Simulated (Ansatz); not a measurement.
## LiCu3S3, from a guessed structure to a relaxed one

Starting from a made-up structure for LiCu3S3, the aim is the relaxed cell, its shortest contacts and, where a second run follows, its electronic structure.

Main program and level: Ansatz 0.2.0; DFT, PBE, plane-wave PAW, files of the set soft_1, scalar-relativistic, ferromagnetic start, cell and ions relaxed at zero pressure; PAW set soft_1, in the first sound run; inputs show where later runs differ.

## 1. The starting structure

Symmetry: P4mm, No. 99, tetragonal system. Conventional cell: a = 3.401 Å, b = 3.401 Å, c = 10.392 Å, α = 90.00°, β = 90.00°, γ = 90.00°. Nearest to Cu lie 5 S at 2.42 to 2.70 Å. Cu has 4 S at 2.42 Å nearest. Nearest to Cu lie 2 S at 2.12 to 2.24 Å. Nearest to S lie 5 Cu at 2.42 to 2.77 Å and 1 Li at 2.74 Å. Nearest to S lie 5 Cu at 2.24 to 2.42 Å. Nearest to S lie 2 Cu at 2.12 to 2.70 Å and 4 Li at 2.42 Å. Farther neighbours and most contacts between anions are not listed.

As a file:

```cif
data_structure
_symmetry_space_group_name_H-M 'P4mm'
_symmetry_Int_Tables_number 99
_cell_length_a 3.4010
_cell_length_b 3.4010
_cell_length_c 10.3920
_cell_angle_alpha 90.000
_cell_angle_beta 90.000
_cell_angle_gamma 90.000
_cell_volume 120.20
loop_
_atom_site_label
_atom_site_type_symbol
_atom_site_symmetry_multiplicity
_atom_site_Wyckoff_symbol
_atom_site_fract_x
_atom_site_fract_y
_atom_site_fract_z
_atom_site_occupancy
Cu1 Cu 1 a 0.00000 0.00000 0.52730 1
Cu2 Cu 1 b 0.50000 0.50000 0.23450 1
Cu3 Cu 1 a 0.00000 0.00000 0.99160 1
S1 S 1 b 0.50000 0.50000 0.50090 1
S2 S 1 a 0.00000 0.00000 0.20720 1
S3 S 1 a 0.00000 0.00000 0.78720 1
Li1 Li 1 b 0.50000 0.50000 0.76420 1
```

## 2. Relaxing cell and atoms

The guessed cell has no reason to be at equilibrium. It is relaxed with the atoms, within the space group of the guess.

input.yaml

```yaml
crystal:
  lattice:
    - [3.401, 0.0, 0.0]
    - [0.0, 3.401, 0.0]
    - [0.0, 0.0, 10.392]
  atoms:
    - { symbol: Cu, position: [0.0, 0.0, 0.5273], spin: 0.6 }
    - { symbol: Cu, position: [0.5, 0.5, 0.2345], spin: 0.6 }
    - { symbol: Cu, position: [0.0, 0.0, 0.9916], spin: 0.6 }
    - { symbol: S, position: [0.5, 0.5, 0.5009] }
    - { symbol: S, position: [0.0, 0.0, 0.2072] }
    - { symbol: S, position: [0.0, 0.0, 0.7872] }
    - { symbol: Li, position: [0.5, 0.5, 0.7642] }
magnetization:
  spin_polarized: true
kpoints:
  mp_grid: { grid: [8, 8, 3] }
scf:
  occupations: { method: fermi_dirac, width: 0.05 }
hamiltonian:
  xc: pbe
  pseudopotentials: { kind: paw, azcp: { folder: soft_1 } }
relax:
  f_tol: 0.015
  max_steps: 70
  cell: {}
output:
  forces: true
  stress: true
```

Command:

```console
> ansatz run input.yaml --threads 4 --pin off --max-ram 10240MiB --backend cpu --events-out ev --progress --plain --runs-dir out
```

Numbers of over 12 decimals in the logs are rounded to 6 here.

Output:

```text
Engine: ansatz 0.2.0, aarch64-unknown-linux-gnu
Pseudopotentials: kind: paw
Pseudopotential: Cu, paw, valence charge 19, recommended cutoff 420 eV (normal), soft_1/Cu.paw.azcp
Pseudopotential: S, paw, valence charge 6, recommended cutoff 420 eV (normal), soft_1/S.paw.azcp
Pseudopotential: Li, paw, valence charge 3, recommended cutoff 420 eV (normal), soft_1/Li.paw.azcp
Functional definition: PBE
  parameter kappa = 0.804
  parameter beta = 0.066725
  exchange = pbe_x(kappa = kappa, mu = beta*pi^2/3)
  correlation = pbe_c(beta = beta)
Crystal: 7 atoms, lattice volume = 120.202 Å³
Basis set: ecut = 420 eV, 2343 PW (Γ), exchange–correlation on 48×48×144 points (8 copies of the dense FFT grid, shifted against one another)
Bands: 48, of which v1, the nominal top of the filled ones, is band 39 counted from 1 (38 counted from 0)
Symmetry: 8 space group operations
Space group: P4mm (ITA 99), of the structure as read, at distance tolerance 4.9e-5 Å
Magnetic group: BNS 99.163 (UNI 823), of the structure as read, at distance tolerance 4.9e-5 Å
k-points: 30 of 192 (time reversal used)
Non-local potential: Cu, projectors of the file, l = 0: 3, l = 1: 2, l = 2: 3, l = 3: 1
Non-local potential: S, projectors of the file, l = 0: 2, l = 1: 2, l = 2: 1
Non-local potential: Li, projectors of the file, l = 0: 3, l = 1: 2, l = 2: 1
PAW form: soft (Blöchl's): semilocal exchange-correlation on the pseudo side does not see the compensation charge
PAW one-centre angular grid: Cu, 590 points (default); XC on 64 Gauss nodes
PAW one-centre angular grid: S, 110 points (default); XC on 64 Gauss nodes
PAW one-centre angular grid: Li, 110 points (default); XC on 96 Gauss nodes
Initial density: superposition of atomic densities (chi_scale 0.1, normalization cell, long waves kept (reshape's long-wave potential 0.52 eV rms))
Starting moments: Σ|m| = 1.8 μB on 3 of 7 sites
Initial wavefunctions: pseudopotential atomic-orbital guess
Functional: x = pbe(κ = 0.804, μ = 0.219515), c = pbe(β = 0.066725)
SCF iter   1: F=—  HF=-22790.132018 eV  |F-HF|=—  |Δ(HF+E_count)|=         —  Δρ=5.88e-2 (↑5.88e-2 ↓3.51e-2)  dr2=1.43e1  dr2_m=1.33e0  M=0.492 μB ∫|m|=0.604 μB  β_m=0.30  ethr=3.10e-3  ⟨swp⟩=7.4  Hψ=12301  notcnv=0  defer=4
preconditioner: auto → Kerker (q_TF=auto, 2.539 Å⁻¹)  [metal: Δε(μ)=0.011 eV  Ē_g=8.126 eV  σ=0.050 eV  W_gap=0.05  n_scr=28 (ndim 8)  ℏωp=24.4 eV  f_vac=0.012  D(μ)=2.65/eV (n_scr^D=18)]
spin=Collinear: Kerker preconditioning applied to the charge; magnetization (m = ρ↑ − ρ↓) channel mixes plain (no charge-response kernel on spin).
SCF iter   2: F=—  HF=-22789.578872 eV  |F-HF|=—  |Δ(HF+E_count)|=   5.53e-1  Δρ=3.26e-2 (↑3.21e-2 ↓3.26e-2)  dr2=8.25e0  dr2_m=8.82e-1  M=0.404 μB ∫|m|=0.479 μB  β_m=0.30  ethr=3.10e-3  ⟨swp⟩=2.0  Hψ=4764  notcnv=0  defer=119
SCF iter   3: F=—  HF=-22789.152561 eV  |F-HF|=—  |Δ(HF+E_count)|=   4.26e-1  Δρ=3.06e-2 (↑3.06e-2 ↓1.76e-2)  dr2=7.07e0  dr2_m=4.28e-1  M=0.431 μB ∫|m|=0.484 μB  β_m=0.30  ethr=3.10e-3  ⟨swp⟩=2.3  Hψ=3952  notcnv=0  defer=133
SCF iter   4: F=—  HF=-22788.457961 eV  |F-HF|=—  |Δ(HF+E_count)|=   6.95e-1  Δρ=4.10e-2 (↑2.59e-2 ↓4.10e-2)  dr2=4.90e0  dr2_m=4.43e-1  M=0.175 μB ∫|m|=0.245 μB  β_m=0.30  ethr=3.10e-3  ⟨swp⟩=3.8  Hψ=7069  notcnv=0  defer=158
SCF iter   5: F=—  HF=-22788.588254 eV  |F-HF|=—  |Δ(HF+E_count)|=   1.30e-1  Δρ=1.62e-2 (↑1.62e-2 ↓1.37e-2)  dr2=3.91e0  dr2_m=1.47e-1  M=0.325 μB ∫|m|=0.354 μB  β_m=0.30  ethr=3.10e-3  ⟨swp⟩=3.5  Hψ=5052  notcnv=0  defer=115
SCF iter   6: F=—  HF=-22788.446321 eV  |F-HF|=—  |Δ(HF+E_count)|=   1.42e-1  Δρ=1.53e-2 (↑1.53e-2 ↓1.37e-2)  dr2=2.89e0  dr2_m=1.02e-1  M=0.265 μB ∫|m|=0.290 μB  β_m=0.30  ethr=3.10e-3  ⟨swp⟩=1.9  Hψ=3326  notcnv=0  defer=117
SCF iter   7: F=—  HF=-22788.313900 eV  |F-HF|=—  |Δ(HF+E_count)|=   1.32e-1  Δρ=1.12e-2 (↑9.18e-3 ↓1.12e-2)  dr2=8.88e-1  dr2_m=7.53e-2  M=0.200 μB ∫|m|=0.225 μB  β_m=0.30  ethr=3.10e-3  ⟨swp⟩=1.1  Hψ=3095  notcnv=0  defer=117
SCF iter   8: F=—  HF=-22788.271887 eV  |F-HF|=—  |Δ(HF+E_count)|=   4.20e-2  Δρ=8.74e-3 (↑8.43e-3 ↓8.74e-3)  dr2=4.55e-1  dr2_m=5.14e-2  M=0.153 μB ∫|m|=0.178 μB  β_m=0.30  ethr=1.14e-3  ⟨swp⟩=1.3  Hψ=2976  notcnv=0  defer=140
SCF iter   9: F=—  HF=-22788.250566 eV  |F-HF|=—  |Δ(HF+E_count)|=   2.13e-2  Δρ=1.27e-2 (↑1.27e-2 ↓4.06e-3)  dr2=2.35e-1  dr2_m=3.11e-2  M=0.128 μB ∫|m|=0.151 μB  β_m=0.30  ethr=5.83e-4  ⟨swp⟩=2.8  Hψ=4212  notcnv=0  defer=153
SCF iter  10: F=—  HF=-22788.249819 eV  |F-HF|=—  |Δ(HF+E_count)|=   7.47e-4  Δρ=7.51e-3 (↑7.51e-3 ↓2.62e-3)  dr2=2.68e-2  dr2_m=2.44e-2  M=0.089 μB ∫|m|=0.112 μB  β_m=0.30  ethr=3.02e-4  ⟨swp⟩=2.0  Hψ=3617  notcnv=0  defer=168
SCF iter  11: F=—  HF=-22788.259508 eV  |F-HF|=—  |Δ(HF+E_count)|=   9.69e-3  Δρ=4.49e-3 (↑4.49e-3 ↓3.22e-3)  dr2=1.03e-1  dr2_m=1.35e-2  M=0.085 μB ∫|m|=0.102 μB  β_m=0.30  ethr=3.44e-5  ⟨swp⟩=2.0  Hψ=4469  notcnv=0  defer=169
SCF iter  12: F=—  HF=-22788.254161 eV  |F-HF|=—  |Δ(HF+E_count)|=   5.35e-3  Δρ=3.30e-3 (↑3.30e-3 ↓2.82e-3)  dr2=2.79e-3  dr2_m=9.97e-3  M=0.062 μB ∫|m|=0.078 μB  β_m=0.30  ethr=3.44e-5  ⟨swp⟩=1.9  Hψ=3303  notcnv=0  defer=169
Mixer restart at iter 12: flushing history
spin-set hold released at iteration 12 (site moments contracting): the magnetisation degrees of freedom join the quasi-Newton model from the next iteration; the mixer history was flushed
SCF iter  13: F=—  HF=-22788.254915 eV  |F-HF|=—  |Δ(HF+E_count)|=   7.53e-4  Δρ=2.63e-3 (↑2.28e-3 ↓2.63e-3)  dr2=8.04e-4  dr2_m=6.46e-3  M=0.051 μB ∫|m|=0.065 μB  β_m=0.65  ethr=3.58e-6  ⟨swp⟩=1.4  Hψ=3312  notcnv=0  defer=168
SCF iter  14: F=—  HF=-22788.258746 eV  |F-HF|=—  |Δ(HF+E_count)|=   3.83e-3  Δρ=2.20e-3 (↑2.20e-3 ↓1.61e-3)  dr2=1.45e-2  dr2_m=3.19e-4  M=0.017 μB ∫|m|=0.022 μB  β_m=0.51  ethr=1.03e-6  ⟨swp⟩=2.1  Hψ=5112  notcnv=0  defer=168
SCF iter  15: F=—  HF=-22788.256887 eV  |F-HF|=—  |Δ(HF+E_count)|=   1.86e-3  Δρ=7.46e-4 (↑7.46e-4 ↓6.13e-4)  dr2=1.68e-3  dr2_m=3.35e-5  M=0.007 μB ∫|m|=0.010 μB  β_m=0.51  ethr=1.03e-6  ⟨swp⟩=2.3  Hψ=5349  notcnv=0  defer=163
SCF iter  16: F=—  HF=-22788.256813 eV  |F-HF|=—  |Δ(HF+E_count)|=   7.32e-5  Δρ=5.14e-4 (↑3.62e-4 ↓5.14e-4)  dr2=6.49e-4  dr2_m=1.94e-5  M=0.005 μB ∫|m|=0.007 μB  β_m=0.45  ethr=1.03e-6  ⟨swp⟩=2.0  Hψ=3948  notcnv=0  defer=163
SCF iter  17: F=—  HF=-22788.256746 eV  |F-HF|=—  |Δ(HF+E_count)|=   6.71e-5  Δρ=1.92e-4 (↑1.92e-4 ↓1.20e-4)  dr2=1.00e-4  dr2_m=1.16e-5  M=0.004 μB ∫|m|=0.006 μB  β_m=0.72  ethr=8.31e-7  ⟨swp⟩=2.0  Hψ=3491  notcnv=0  defer=163
[...]
relax step   7: F+E_penalty+E_count = -22788.43417705 eV  Δ(F+E_penalty+E_count) = -1.972e-4 eV  max|allowed force component| = 2.542e-2 eV/Å  Δτ_max = 0.0140 Å  P = +0.011 GPa  Ω = 114.519 Å³  energy of the carried Pulay correction = +2.136e-3 eV  (14 SCF iters, dr2 threshold 1.53e-8 eV, accepted)
[...]
relax step   8: F+E_penalty+E_count = -22788.43424534 eV  Δ(F+E_penalty+E_count) = -6.829e-5 eV  max|allowed force component| = 1.475e-3 eV/Å  Δτ_max = 0.0064 Å  P = +0.000 GPa  Ω = 114.573 Å³  energy of the carried Pulay correction = +2.116e-3 eV  (10 SCF iters, dr2 threshold 4.04e-8 eV, accepted)
Initial wavefunctions: pseudopotential atomic-orbital guess (no wavefunctions were taken with the density)
iter 1 solved again at ethr=6.59e-7 eV; its pass at ethr=3.10e-3 eV (dr2=5.14e-4 eV) is discarded
SCF iter   1: F=—  HF=-22788.432041 eV  |F-HF|=—  |Δ(HF+E_count)|=         —  Δρ=3.43e-5 (↑3.43e-5 ↓3.42e-5)  dr2=1.78e-6  dr2_m=1.77e-11  M=0.000 μB ∫|m|=0.000 μB  β_m=0.30  ethr=6.59e-7  ⟨swp⟩=3.8  Hψ=20506  notcnv=0
preconditioner: auto → Kerker (q_TF=auto, 2.559 Å⁻¹)  [metal: Δε(μ)=0.056 eV  Ē_g=8.771 eV  σ=0.050 eV  W_gap=0.27  n_scr=28 (ndim 8)  ℏωp=25.0 eV  f_vac=0.035  D(μ)=2.47/eV (n_scr^D=10)]
spin=Collinear: Kerker preconditioning applied to the charge; magnetization (m = ρ↑ − ρ↓) channel mixes plain (no charge-response kernel on spin).
SCF iter   2: F=—  HF=-22788.432044 eV  |F-HF|=—  |Δ(HF+E_count)|=   3.18e-6  Δρ=1.18e-4 (↑1.18e-4 ↓1.18e-4)  dr2=3.99e-5  dr2_m=8.67e-12  M=0.000 μB ∫|m|=0.000 μB  β_m=0.52  ethr=2.28e-9  ⟨swp⟩=3.1  Hψ=6306  notcnv=0
SCF iter   3: F=—  HF=-22788.432046 eV  |F-HF|=—  |Δ(HF+E_count)|=   1.68e-6  Δρ=3.02e-5 (↑3.02e-5 ↓3.02e-5)  dr2=2.77e-6  dr2_m=2.36e-12  M=0.000 μB ∫|m|=0.000 μB  β_m=0.76  ethr=2.28e-9  ⟨swp⟩=2.0  Hψ=5226  notcnv=0
SCF iter   4: F=—  HF=-22788.432045 eV  |F-HF|=—  |Δ(HF+E_count)|=   1.21e-6  Δρ=6.76e-5 (↑6.76e-5 ↓6.76e-5)  dr2=1.49e-5  dr2_m=1.01e-13  M=0.000 μB ∫|m|=0.000 μB  β_m=0.52  ethr=2.28e-9  ⟨swp⟩=2.0  Hψ=5228  notcnv=0
SCF iter   5: F=—  HF=-22788.432043 eV  |F-HF|=—  |Δ(HF+E_count)|=   1.87e-6  Δρ=1.20e-5 (↑1.20e-5 ↓1.20e-5)  dr2=3.27e-7  dr2_m=6.23e-14  M=0.000 μB ∫|m|=0.000 μB  β_m=0.66  ethr=2.28e-9  ⟨swp⟩=2.0  Hψ=5108  notcnv=0
SCF iter   6: F=—  HF=-22788.432043 eV  |F-HF|=—  |Δ(HF+E_count)|=   5.13e-7  Δρ=9.52e-6 (↑9.51e-6 ↓9.52e-6)  dr2=3.66e-7  dr2_m=5.94e-14  M=0.000 μB ∫|m|=0.000 μB  β_m=0.49  ethr=4.19e-10  ⟨swp⟩=2.0  Hψ=5162  notcnv=0
SCF iter   7: F=—  HF=-22788.432043 eV  |F-HF|=—  |Δ(HF+E_count)|=   2.42e-8  Δρ=2.72e-6 (↑2.72e-6 ↓2.71e-6)  dr2=3.02e-8  dr2_m=6.18e-14  M=0.000 μB ∫|m|=0.000 μB  β_m=0.53  ethr=4.19e-10  ⟨swp⟩=2.1  Hψ=3568  notcnv=0
SCF iter   8: F=—  HF=-22788.432043 eV  |F-HF|=—  |Δ(HF+E_count)|=   4.42e-9  Δρ=9.02e-7 (↑9.02e-7 ↓8.99e-7)  dr2=4.57e-9  dr2_m=2.09e-14  M=0.000 μB ∫|m|=0.000 μB  β_m=0.77  ethr=3.87e-11  ⟨swp⟩=2.8  Hψ=4437  notcnv=0
SCF iter   9: F=—  HF=-22788.432043 eV  |F-HF|=—  |Δ(HF+E_count)|=   1.64e-9  Δρ=6.51e-7 (↑6.51e-7 ↓6.50e-7)  dr2=3.27e-9  dr2_m=1.08e-15  M=0.000 μB ∫|m|=0.000 μB  β_m=0.75  ethr=5.86e-12  ⟨swp⟩=2.1  Hψ=4444  notcnv=0
SCF iter  10: F=—  HF=-22788.432043 eV  |F-HF|=—  |Δ(HF+E_count)|=  6.91e-11  Δρ=2.51e-7 (↑2.50e-7 ↓2.51e-7)  dr2=5.45e-10  dr2_m=7.92e-17  M=-0.000 μB ∫|m|=0.000 μB  β_m=0.71  ethr=4.19e-12  ⟨swp⟩=1.0  Hψ=2880  notcnv=0
SCF iter  11: F=—  HF=-22788.432043 eV  |F-HF|=—  |Δ(HF+E_count)|=  1.09e-11  Δρ=1.01e-7 (↑1.01e-7 ↓1.01e-7)  dr2=7.51e-11  dr2_m=7.14e-17  M=-0.000 μB ∫|m|=0.000 μB  β_m=0.85  ethr=1.00e-12  ⟨swp⟩=1.0  Hψ=2880  notcnv=0
SCF iter  12: F=-22788.432043 eV  HF=-22788.432043 eV  |F-HF|=4.37e-11  |Δ(HF+E_count)|=  7.28e-12  Δρ=9.17e-8 (↑9.17e-8 ↓9.17e-8)  dr2=4.56e-11  dr2_m=1.51e-17  M=-0.000 μB ∫|m|=0.000 μB  ethr=1.00e-12  ⟨swp⟩=4.0  Hψ=8103  notcnv=0
the starting moments were not kept: the SCF closed with an absolute magnetisation of 4.6e-9 μB, where they sum to 1.8 μB in size (3 sites). That is at most 0.1 of that sum. Measured as dr2_m measures the in/out step, that magnetisation stands 4.7e-18 eV from none, at or under the dr2_threshold of 7.0e-11 eV: it is no larger than a step whose dr2_m would equal this threshold.
SCF 9 converged in 12 iterations: F = -22788.432043 eV  dr2 = 4.56e-11
relax step   9: F+E_penalty+E_count = -22788.43204320 eV  Δ(F+E_penalty+E_count) = +2.202e-3 eV  max|allowed force component| = 1.413e-3 eV/Å  Δτ_max = 0.0000 Å  P = +0.005 GPa  Ω = 114.573 Å³  stress off target by 5.56e-3 GPa  SCF on the basis re-selected at this cell (its energy is not comparable with the rows above)  (12 SCF iters)
basis re-selected at this cell: Δ(F+E_penalty+E_count) = +2.202e-3 eV, ΔP = +0.005 GPa vs the last step (what re-selecting the basis moved, of the pressure what is left beyond the Pulay correction that the steps carried, after the strain that the cell walked since its last selection, with what the two solves' SCF thresholds leave and, on support functions, any second-order correction that the steps lacked; it is no m [...]
SCF converged after 12 iterations
Magnetization: -0.0000 μB (39.0000 up, 39.0000 down)
Absolute magnetization: 0.0000 μB (∫|ρ↑−ρ↓|, with the PAW one-centre terms)
Spin contamination: 0.0000 ħ² per cell (⟨S²⟩ above its minimum at these occupations)
Per-site moments (μB) at R_I (Å): [(-8.348542084887846e-10, 0.996780), (3.354639560545369e-10, 0.999228), (-3.171652418185373e-10, 0.880835), (-7.746386999009811e-10, 0.996780), (4.0573022201202275e-10, 0.883252), (4.731535040835291e-10, 0.880835), (-2.1593821233446423e-11, 0.994009)]
Free energy (F): -22788.432043 eV
Harris-Foulkes:  -22788.432043 eV  (|F-HF|=4.37e-11)
Internal energy: -22788.410192 eV  (E = F + TS)
E sigma→0 (E₀):  -22788.421118 eV
Entropy (-TS):   -0.021851 eV (-3.122 meV/atom)
Fermi energy:    7.809010 eV
--- Per-component energies (eV) ---
  E_band       = -1585.714095
  E_kinetic    = 1112.436054
  E_local      = -19095.742358  (includes V_loc(G=0)·N_el)
  E_nonlocal   = 2769.407108
  E_hartree    = 8217.517299
  E_xc         = -478.644713
  E_vxc        = -521.583942  (∫ρ·V_xc dr)
  E_paw        = -7303.111070  (= ΣΔE_a)
  E_vpaw       = -2285.269189  (= ΣTr[D̂ρ^β])
  E_aug_tail   = 0.003376  (compensation charges beyond the density's cutoff)
  E_ewald      = -8010.275888
  E_smearing   = -0.021851  (= −TS)
  E_closure    = -0.000000  (closes the sum)
  Σ components = -22788.432043   (vs F -22788.432043, Δ=0.00e0)
--- Forces (eV/Å), atoms counted from 1 ---
  atom   1  Cu     0.00000000    -0.00000000    -0.00141247
  atom   2  Cu    -0.00000000    -0.00000000     0.00090159
  atom   3  Cu    -0.00000000    -0.00000000    -0.00041793
  atom   4  S      0.00000000     0.00000000    -0.00021461
  atom   5  S      0.00000000     0.00000000     0.00008429
  atom   6  S     -0.00000000    -0.00000000     0.00041627
  atom   7  Li     0.00000000     0.00000000     0.00064758
  max |Σ_I F_I| component: 4.73e-6 eV/Å
--- Stress (GPa, compression-positive) ---
        0.005558      -0.000000      -0.000000
       -0.000000       0.005558       0.000000
       -0.000000       0.000000       0.003788
  P = ⅓ Tr σ = 0.0050 GPa (0.050 kbar)
--- Relaxed structure (8 steps of the walk, 8 accepted, 1 SCFs on fresh bases) ---
  F+E_penalty+E_count = -22788.43204320 eV   max|allowed force component| = 1.413e-3 eV/Å   (the final SCF, on the basis selected at the relaxed cell)
  cell:  # Å, volume = 114.5733 Å³
    - [3.343592, 0, 0]
    - [0, 3.343592, 0.0]
    - [0, 0.0, 10.248413]
  atoms:
    - { symbol: Cu, position: [0, 0, 0.541278] }
    - { symbol: Cu, position: [0.5, 0.5, 0.254770] }
    - { symbol: Cu, position: [0, 0, 0.994384] }
    - { symbol: S, position: [0.5, 0.5, 0.492553] }
    - { symbol: S, position: [0, 0, 0.203315] }
    - { symbol: S, position: [0, 0, 0.786024] }
    - { symbol: Li, position: [0.5, 0.5, 0.740576] }
```

It took 86 s on 4 threads of Arm Neoverse V2, shared host; peak memory 0.54 GiB.

Step by step:

```csv
step,energy less that of the first step (eV),largest force component (eV/Å),pressure (GPa),volume (Å³)
1,0.0000,0.7218,-2.70,120.20
2,-0.1059,0.5654,-1.09,116.78
3,-0.1644,0.2525,0.85,113.60
4,-0.1739,0.0892,0.08,114.76
5,-0.1761,0.0424,-0.04,114.75
6,-0.1773,0.0156,-0.01,114.62
7,-0.1775,0.0254,0.01,114.52
8,-0.1775,0.0015,0.00,114.57
9*,-0.1753,0.0014,0.00,114.57
```

Relaxation steps marked * repeat the geometry before them on a plane-wave basis chosen anew for their cell, so energy and pressure can jump there.

The run keeps the 8 symmetry operations that it works with, so distortions that break them were not tested.

```csv
"conventional cell, symmetrised",before,after,change
a (Å),3.401,3.344,-1.7 %
b (Å),3.401,3.344,-1.7 %
c (Å),10.392,10.248,-1.4 %
volume (Å³/atom),17.17,16.37,-4.7 %
```

The atoms that moved most (Å, as changes of fractional coordinates times the final cell):

```csv
atom,dx,dy,dz,length
Li7,0.000,0.000,-0.242,0.242
Cu2,0.000,0.000,0.208,0.208
Cu1,0.000,0.000,0.143,0.143
S4,0.000,0.000,-0.086,0.086
S5,0.000,0.000,-0.040,0.040
Cu3,0.000,0.000,0.029,0.029
S6,0.000,0.000,-0.012,0.012
```

This step gave:

```yaml
free_energy: -22788.4320 eV
energy_at_zero_smearing: -22788.4211 eV
smearing_term_ts: 0.02185 eV
fermi_energy: 7.809 eV
electrons: 78
symmetry_operations: 8
pressure: 0.004968 GPa
```

The shortest distance of each pair, which need not be the same contact before and after:

```csv
pair,guess (Å),relaxed (Å)
Cu–S,2.124,2.135
Li–S,2.417,2.410
Cu–Li,3.372,3.124
Cu–Cu,3.401,3.344
S–S,3.401,3.344
```

The relaxation ends with a largest force component of 0.0014 eV/Å and a pressure of 0.00 GPa. No moment survives the cycle: this start ends non-magnetic.

[end of part 1 of 2]

[Logs are printed without paths, hosts, clocks, repeated set-up lines and the standing remarks that a program may print on its own settings, such as how far it seeks lower states.]

[Hosts, paths, dates, database ids (printed as entryN), source tags and the programs' standing remarks are cut or masked in the printed files.]
